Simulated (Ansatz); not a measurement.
## TiSn (model cell, started as wurtzite): phonons and vibrational spectra

The cell of TiSn (model cell, started as wurtzite) is at rest. What are its phonons? After the zone centre comes a 2×2×1 q mesh on a 12×12×8 k mesh.

Main program and level: Ansatz 0.2.0; DFT PBE, scalar-relativistic, plane waves, PAW.

The structure was built from a prototype and need not be the compound's stable phase.

### Step 1. The starting structure

It takes space group P6_3/mmc (No. 194, hexagonal). Conventional cell: a = 4.803 Å, b = 4.803 Å, c = 5.465 Å, α = 90.00°, β = 90.00°, γ = 120.00°. Nearest to Ti lie 5 Sn at 2.73 to 2.77 Å. Nearest to Sn lie 5 Ti at 2.73 to 2.77 Å. Farther neighbours are not listed.

### Step 2. Modes at Γ

The cell comes from relaxations at this level that are not shown. The zone centre comes first: it holds the modes that light can see, as far as symmetry allows. No field response is asked, since the mesh shows no gap.

File input.yaml:

```yaml
crystal:
  lattice:
    - [4.8029546905, 3.2201e-06, 0.0]
    - [-2.4014801339, 4.1594791652, 0.0]
    - [0.0, 0.0, 5.4645909251]
  atoms:
    - { symbol: Ti, position: [0.3333333333, 0.6666666667, -0.0625] }
    - { symbol: Ti, position: [0.6666666667, 0.3333333333, 0.4375] }
    - { symbol: Sn, position: [0.3333333333, 0.6666666667, 0.4375] }
    - { symbol: Sn, position: [0.6666666667, 0.3333333333, 0.9375] }
kpoints:
  mp_grid: { grid: [12, 12, 8] }
hamiltonian:
  xc: pbe
scf:
  occupations: { method: methfessel_paxton, width: 0.2 }
output:
  eigenvalues: true
phonons:
  method: dfpt
```

Started as:

```bash
ansatz run input.yaml --threads 4 --pin off --max-ram 7168MiB --backend cpu --events-out ev --progress --plain --runs-dir out
```

Planned after this: response at finite wavevector; isotope substitution, element Sn, natural mass 118.71 amu; isotope substitution, element Ti, natural mass 47.867 amu. Settings of the main run: cutoff 420 eV, 12×12×8 k-mesh, 2×2×1 q-mesh, Methfessel-Paxton occupations, smearing width 0.2 eV.

Q: Predict the highest optical mode at the zone centre.

The structure is a minimum as far as tested: no mode is imaginary at the 2 irreducible wavevectors of the 2×2×1 mesh, and the softest away from the acoustic zeros lies at 10 cm⁻¹. The optical modes at Γ span 48 to 265 cm⁻¹. The highest mode in this list at Γ, 265.2 cm⁻¹, has its largest share on Ti (67 % of the kinetic energy).

| Property | Result |
| --- | --- |
| volume per atom | 27.3 Å³ |
| electronic character | no gap on this mesh |
| highest optical mode at the zone centre (no LO-TO term) | 265 cm⁻¹ |
| lowest optical zone-centre mode | 47.6 cm⁻¹ |
| lowest mode on the q mesh (acoustic modes at Γ apart) | 10.3 cm⁻¹ |
| imaginary modes on the 2×2×1 q mesh | none |

The q mesh is too sparse to interpolate, so only the solved wavevectors are given. The relaxed cell left the space group of the starting entry, even within 0.1 Å, so it may not be the phase that the entry, or a measurement on it, describes. With no gap, or one that is small against the smearing, the frequencies hang on the k mesh and the smearing, most of all near Kohn anomalies. Spin-orbit coupling is left out, which can matter for the heavy elements here. The starting cell was built on a prototype and not taken from a measurement, so the phase need not exist. These are harmonic frequencies at zero temperature: anharmonic shifts, linewidths and thermal expansion are left out.

[Logs are printed without paths, hosts, clocks, repeated set-up lines and the standing remarks that a program may print on its own settings, such as how far it seeks lower states.]

[Hosts, paths, dates, database ids (printed as entryN), source tags and the programs' standing remarks are cut or masked in the printed files.]
